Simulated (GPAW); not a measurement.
## Dielectric function and optical constants of GaN

Aim: the dielectric function of GaN, and the optical constants that follow from it.

Calculated with GPAW 26.7.0; DFT, PBE, plane-wave PAW (GPAW data sets), scalar-relativistic, RPA, optical limit.

## (1) The structure

The structure is cubic, space group F-43m (No. 216). The conventional cell has a = 4.507 Å, b = 4.507 Å, c = 4.507 Å, α = 90.00°, β = 90.00°, γ = 90.00°. Nearest to Ga lie 4 N at 1.95 Å. Nearest to N lie 4 Ga at 1.95 Å. Farther neighbours and most contacts between anions are not listed.

As a file:

```xyz
2
Lattice="0.0000 2.2535 2.2535 2.2535 0.0000 2.2535 2.2535 2.2535 0.0000" Properties=species:S:1:pos:R:3 pbc="T T T"
Ga    0.0000    0.0000    0.0000
N     1.1268    1.1268    1.1268
```

## (2) Dielectric function, RPA

Transitions between filled and empty bands, summed over the zone, give the optical response, so mesh, band count and broadening shape it.

The induced potential is part of this response.

The input, df.py:

```python
from gpaw.response.df import DielectricFunction

df = DielectricFunction('full.gpw', frequencies={'type': 'nonlinear', 'domega0': 0.03, 'omega2': 8},
                        ecut=50,
                        eta=0.12,
                        nbands=20,
                        txt='df.txt')
for direction in ['x']:
    df.get_dielectric_function(xc='RPA', direction=direction, filename=f'df_{direction}.csv')
```

Run with:

```
$ OMP_NUM_THREADS=1 python df.py
```

Numbers of over 12 decimals in the logs are rounded to 6 here.

The log of the run:

```text
Using integrator: PointIntegrator
NonLinearFrequencyDescriptor(from 0.000 to 54.352 eV, 476 points)
Nonperiodic BCs:  [False False False]
Using integrator: PointIntegrator
NonLinearFrequencyDescriptor(from 0.000 to 54.352 eV, 476 points)
Nonperiodic BCs:  [False False False]

Calculating chi0 body with:
    Ground state adapter containing:
    Number of spins: 1
    Number of kpoints: 2744
    Number of irreducible kpoints: 104
    Number of completely occupied states: 4
    Number of partially occupied states: 4

    Linear response parametrization:
    q_c: [0.0, 0.0, 0.0]
    Number of frequency points: 476
    Planewave cutoff: 50.0
    Number of bands: 20
    Number of planewaves: 15
    Broadening (eta): 0.12

Integrating chi0 body.

Symmetries of q_c:
    Direct symmetries (Uq -> q): 24
    Indirect symmetries (TUq -> q): 24
In total 48 allowed symmetries.

104 groups of equivalent kpoints. 96.209913% reduction.

Integral kind: spectral function

Calculating chi0 optical extensions with:
    Ground state adapter containing:
    Number of spins: 1
    Number of kpoints: 2744
    Number of irreducible kpoints: 104
    Number of completely occupied states: 4
    Number of partially occupied states: 4

    Linear response parametrization:
    Number of frequency points: 476
    Planewave cutoff: 50.0
    Number of bands: 20
    Number of planewaves: 15
    Broadening (eta): 0.12
Integrating chi0 head and wings.

Symmetries of q_c:
    Direct symmetries (Uq -> q): 24
    Indirect symmetries (TUq -> q): 24
In total 48 allowed symmetries.

104 groups of equivalent kpoints. 96.209913% reduction.

Integral kind: spectral function wings
```

Run time: 6 s. Hardware: 1 thread of Arm Neoverse V1, shared host; peak memory 0.2 GiB.

This step gave:

| Property | Result |
| --- | --- |
| electronic dielectric constant ε∞, mean over x, y and z (by symmetry where fewer were run) | 5.744 |
| main peak of Im epsilon, first axis | 7.053 eV |

The Im ε, E ∥ x has structure finer than the step of the table below, so its rows give means over 0.5 eV, whole bins alone (the curve runs from 0 to 14.0 eV). Peaks (eV: height): 3.43: 2.67, 6.71: 8.29, 7.79: 7.86, 9.35: 6.08, 12.10: 5.75.

Values under the direct gap are tails of Lorentzian lines. Im ε, E ∥ x against photon energy; means over each step:

photon energy (eV), Im ε, E ∥ x and a bar:
```
      0.5       0.02 
      1.0       0.06 
      1.5       0.30 #
      2.0       0.64 ##
      2.5       1.52 ######
      3.0       1.44 ######
      3.5       2.17 #########
      4.0       1.86 #######
      4.5       2.66 ##########
      5.0       3.00 ############
      5.5       4.21 #################
      6.0       5.83 #######################
      6.5       7.17 ############################
      7.0       7.59 ##############################
      7.5       6.94 ###########################
      8.0       5.19 #####################
      8.5       3.34 #############
      9.0       4.76 ###################
      9.5       5.48 ######################
     10.0       5.09 ####################
     10.5       3.83 ###############
     11.0       4.03 ################
     11.5       4.89 ###################
     12.0       5.44 #####################
     12.5       3.86 ###############
     13.0       3.38 #############
     13.5       2.21 #########
```

Table of Re ε, E ∥ x by photon energy:

| photon energy (eV) | Re ε, E ∥ x |
| --- | --- |
| 0.0 | 5.74 |
| 0.5 | 5.79 |
| 1.0 | 5.96 |
| 1.5 | 6.38 |
| 2.0 | 6.47 |
| 2.5 | 6.06 |
| 3.0 | 6.28 |
| 3.5 | 5.77 |
| 4.0 | 6.65 |
| 4.5 | 6.39 |
| 5.0 | 6.97 |
| 5.5 | 7.76 |
| 6.0 | 6.52 |
| 6.5 | 5.66 |
| 7.0 | 3.51 |
| 7.5 | 1.94 |
| 8.0 | -0.991 |
| 8.5 | 1.35 |
| 9.0 | 2.97 |
| 9.5 | 0.640 |
| 10.0 | 0.0418 |
| 10.5 | 0.318 |
| 11.0 | 1.02 |
| 11.5 | 0.586 |
| 12.0 | -0.588 |
| 12.5 | -1.81 |
| 13.0 | -1.84 |
| 13.5 | -1.95 |

Values under the direct gap are tails of Lorentzian lines. Table of Im ε, E ∥ x by photon energy; read off at these points:

| photon energy (eV) | without local fields | with local fields |
| --- | --- | --- |
| 0.000 | 0 | 0 |
| 0.250 | 0.0112 | 0.0114 |
| 0.500 | 0.0235 | 0.0238 |
| 0.750 | 0.0385 | 0.0390 |
| 1.000 | 0.0596 | 0.0605 |
| 1.250 | 0.0970 | 0.0989 |
| 1.500 | 0.208 | 0.213 |
| 1.750 | 0.777 | 0.800 |
| 2.000 | 0.430 | 0.442 |
| 2.250 | 1.19 | 1.22 |
| 2.500 | 1.30 | 1.35 |
| 2.750 | 1.16 | 1.20 |
| 3.000 | 1.42 | 1.48 |
| 3.250 | 1.83 | 1.91 |
| 3.500 | 2.43 | 2.56 |
| 3.750 | 1.64 | 1.71 |
| 4.000 | 1.36 | 1.42 |
| 4.250 | 2.72 | 2.86 |
| 4.500 | 2.39 | 2.51 |
| 4.750 | 2.17 | 2.29 |
| 5.000 | 3.32 | 3.47 |
| 5.250 | 3.31 | 3.45 |
| 5.500 | 3.50 | 3.61 |
| 5.750 | 5.86 | 6.06 |
| 6.000 | 5.53 | 5.59 |
| 6.250 | 6.84 | 6.72 |
| 6.500 | 6.85 | 6.50 |
| 6.710 | 8.72 | 8.29 |
| 6.750 | 8.58 | 8.18 |
| 7.000 | 8.57 | 8.04 |
| 7.041 | 8.82 | 8.29 |
| 7.250 | 6.23 | 5.93 |
| 7.500 | 8.27 | 7.61 |
| 7.750 | 8.28 | 7.65 |
| 7.788 | 8.47 | 7.86 |
| 8.000 | 4.91 | 4.57 |
| 8.250 | 3.82 | 3.38 |
| 8.500 | 4.02 | 3.39 |
| 8.750 | 4.50 | 3.51 |
| 9.000 | 6.46 | 4.77 |
| 9.250 | 7.94 | 5.91 |
| 9.284 | 8.03 | 6.01 |
| 9.500 | 7.00 | 5.50 |
| 9.750 | 7.01 | 5.31 |
| 10.000 | 6.13 | 5.05 |
| 10.250 | 4.99 | 4.18 |
| 10.500 | 4.82 | 3.92 |
| 10.750 | 4.60 | 3.58 |
| 11.000 | 5.32 | 4.10 |
| 11.250 | 5.66 | 4.35 |
| 11.500 | 6.03 | 4.95 |
| 11.750 | 5.95 | 5.26 |
| 12.000 | 5.50 | 5.60 |
| 12.250 | 3.87 | 4.73 |
| 12.500 | 3.23 | 3.71 |
| 12.750 | 3.09 | 3.56 |
| 13.000 | 2.83 | 3.37 |
| 13.250 | 2.25 | 2.87 |
| 13.500 | 1.74 | 2.10 |
| 13.750 | 1.86 | 2.11 |

The reflectivity at normal incidence, E ∥ x has structure finer than the step of the table below, so its rows give means over 0.5 eV, whole bins alone (the curve runs from 0 to 14.0 eV). Peaks (eV: height): 7.10: 34.5, 7.91: 40.1, 9.48: 30.4, 10.17: 31.6, 12.26: 43.5, 13.34: 49.9.

Table of reflectivity at normal incidence, E ∥ x by photon energy; means over each step:

photon energy (eV), reflectivity at normal incidence, E ∥ x (%) and a bar from the least value:
```
      0.5       17.1 
      1.0       17.6 #
      1.5       18.7 ##
      2.0       19.4 ##
      2.5       19.5 ##
      3.0       19.8 ###
      3.5       19.7 ###
      4.0       20.5 ###
      4.5       21.1 ####
      5.0       22.9 ######
      5.5       25.8 #########
      6.0       27.6 ###########
      6.5       30.2 #############
      7.0       32.2 ###############
      7.5       31.3 ##############
      8.0       33.0 ################
      8.5       18.7 ##
      9.0       23.0 ######
      9.5       28.6 ############
     10.0       30.6 ##############
     10.5       25.8 #########
     11.0       23.4 ######
     11.5       27.9 ###########
     12.0       36.3 ###################
     12.5       41.0 ########################
     13.0       42.4 ##########################
     13.5       46.7 ##############################
```

Values under the direct gap are tails of Lorentzian lines. Table of loss function −Im 1/ε at q → 0, E ∥ x by energy loss; read off at these points:

| energy loss (eV) | loss function −Im 1/ε at q → 0, E ∥ x |
| --- | --- |
| 0.000 | 0 |
| 0.250 | 3.4e-4 |
| 0.500 | 7.1e-4 |
| 0.750 | 0.00114 |
| 1.000 | 0.00171 |
| 1.250 | 0.00265 |
| 1.500 | 0.00522 |
| 1.750 | 0.0191 |
| 2.000 | 0.0105 |
| 2.250 | 0.0228 |
| 2.500 | 0.0349 |
| 2.750 | 0.0305 |
| 3.000 | 0.0357 |
| 3.250 | 0.0373 |
| 3.500 | 0.0644 |
| 3.750 | 0.0424 |
| 4.000 | 0.0308 |
| 4.250 | 0.0516 |
| 4.500 | 0.0532 |
| 4.750 | 0.0494 |
| 5.000 | 0.0573 |
| 5.250 | 0.0549 |
| 5.500 | 0.0494 |
| 5.750 | 0.0696 |
| 6.000 | 0.0758 |
| 6.250 | 0.0766 |
| 6.500 | 0.0876 |
| 6.750 | 0.0976 |
| 7.000 | 0.104 |
| 7.250 | 0.152 |
| 7.500 | 0.123 |
| 7.750 | 0.128 |
| 8.000 | 0.211 |
| 8.250 | 0.287 |
| 8.500 | 0.255 |
| 8.750 | 0.179 |
| 9.000 | 0.151 |
| 9.250 | 0.149 |
| 9.500 | 0.180 |
| 9.617 | 0.202 |
| 9.750 | 0.178 |
| 10.000 | 0.198 |
| 10.250 | 0.238 |
| 10.500 | 0.254 |
| 10.750 | 0.270 |
| 11.000 | 0.230 |
| 11.250 | 0.219 |
| 11.500 | 0.199 |
| 11.750 | 0.190 |
| 12.000 | 0.177 |
| 12.250 | 0.174 |
| 12.500 | 0.218 |
| 12.750 | 0.232 |
| 13.000 | 0.229 |
| 13.250 | 0.203 |
| 13.500 | 0.256 |
| 13.686 | 0.322 |
| 13.750 | 0.321 |

At chosen wavelengths:

| wavelength (nm) | n | k | R (%) | 1/α |
| --- | --- | --- | --- | --- |
| 1064 | 2.46 | 0.017 | 17.8 | 5.0 µm |
| 800 | 2.54 | 0.053 | 18.9 | 1.2 µm |
| 633 | 2.52 | 0.089 | 18.7 | 563 nm |
| 450 | 2.50 | 0.239 | 18.7 | 150 nm |
| 405 | 2.54 | 0.262 | 19.4 | 123 nm |
| 365 | 2.59 | 0.503 | 21.2 | 58 nm |
| 308 | 2.63 | 0.282 | 20.6 | 87 nm |

Below the direct gap, k and the depth come from the tails of the Lorentzian lines, not from transitions.

Rows near the edge hang on the gap, which this functional as a rule makes too small, and phonon-assisted absorption is left out.

## (3) Outcome

```
electronic dielectric constant ε∞, mean over x, y and z (by symmetry where fewer were run) (RPA) : 5.74
main peak of Im epsilon, first axis                                                              : 7.05 eV
```

In words: At this level (PBE, RPA) GaN has ε∞ = 5.74 and n = 2.42 at 1550 nm, and Im ε peaks at 7.1 eV. Local fields change the static value along x from 5.94 to 5.74 (-3 %). Distinct maxima of Im ε, read by a parabola through the highest points, lie at 6.72 eV (8.3), 7.05 eV (8.3), 7.48 eV (7.7) and 7.78 eV (7.9). Excitons and phonon-assisted transitions are missing; PBE gaps are as a rule too small, which pulls the onset down and ε∞ up. The sum runs over mesh points, so small or evenly spaced maxima can still be ripples of the mesh.

[Machine, clock and banner lines and Python warnings are left out of the logs.]

[Logs are printed without paths, hosts, clocks, repeated set-up lines and the standing remarks that a program may print on its own settings, such as how far it seeks lower states.]

[Hosts, paths, dates, database ids (printed as entryN), source tags and the programs' standing remarks are cut or masked in the printed files.]
